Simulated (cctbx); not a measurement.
# Reading a Patterson map

Space group P-62m (no. 189), a = 7.0130 Å, b = 7.0130 Å, c = 4.0720 Å, α = 90.00°, β = 90.00°, γ = 120.00°, content Yb3 Ge1 Fe3 Si2.

The data are simulated with cctbx, not measured: synchrotron X-rays, λ = 0.4959 Å, to d = 0.65 Å, 95 % of the full sphere, strongest reflection 5000 counts, noise from counting, a 1.5 % proportional error and a noise floor of 15 counts (s.d.); no absorption.

Patterson synthesis, origin scaled to 1000:

```text
Patterson group P 6/m m m
      u       v       w   height  length (A)
  0.000   0.000   0.000   1000.0     0.00
  0.153   0.577   0.000    283.8     3.63
  0.212   0.423   0.500    135.3     3.28
  0.000   0.426   0.000    116.2     2.98
  0.000   0.345   0.500     70.0     3.16
  0.067   0.333   0.500     40.5     2.96
  0.000   0.245   0.500     27.1     2.66
  0.333   0.667   0.500     26.1     4.53
  0.245   0.489   0.000     18.5     2.97
  0.178   0.467   0.000     12.7     2.86
  0.000   0.097   0.153     12.2     0.92
  0.000   0.000   0.199     11.9     0.81
  0.000   0.132   0.000     11.3     0.92
  0.066   0.132   0.116     11.0     0.93
```

**Question.** Which atom pairs make the peaks, and where is the heaviest atom?

A peak at u stands for all pairs with xi − xj = u, with weight Σ ZiZj against Σ Z² = 18144 at the origin. Peak heights follow these weights only roughly, since form factors, motion and series ripples differ, all vectors within 0.55 Å of a peak are counted as merged into it though the farther ones add only part of their weight, and F(000) is left out, which lowers the whole map:

| u | v | w | shortest length (Å) | height | 1000 ΣZiZj/ΣZ² | pairs in the cell |
| --- | --- | --- | --- | --- | --- | --- |
| 0.153 | 0.577 | 0.000 | 3.62 | 284 | 270 | 1 × Yb–Yb |
| 0.212 | 0.423 | 0.500 | 3.28 | 135 | 201 | 2 × Yb–Fe |
| 0.000 | 0.426 | 0.000 | 2.99 | 116 | 123 | 1 × Yb–Ge |
| 0.000 | 0.345 | 0.500 | 3.16 | 70 | 100 | 1 × Yb–Fe |

The table stops at ten peaks or at a height of 45, below which ripples compete. In the model behind the data Yb, the heaviest element, has 1 independent site: (0, 0.5768, 1/2), up to an allowed shift of origin; the Yb–Yb vectors are differences of these positions and their symmetry mates. The whole model:

| atom | mult. | x | y | z | Ueq (Å²) |
| --- | --- | --- | --- | --- | --- |
| Yb1 | 3 | 0 | 0.5768 | 1/2 | 0.0075 |
| Ge1 | 1 | 0 | 0 | 1/2 | 0.0110 |
| Fe1 | 3 | 0 | 0.2295 | 0 | 0.0099 |
| Si1 | 2 | 2/3 | 1/3 | 0 | 0.0146 |

The model was made for the exercise: a known structure type with other elements put in, its volume estimated, not relaxed; displacement parameters are assumed.

[Logs are printed without paths, hosts, clocks, repeated set-up lines and the standing remarks that a program may print on its own settings, such as how far it seeks lower states.]
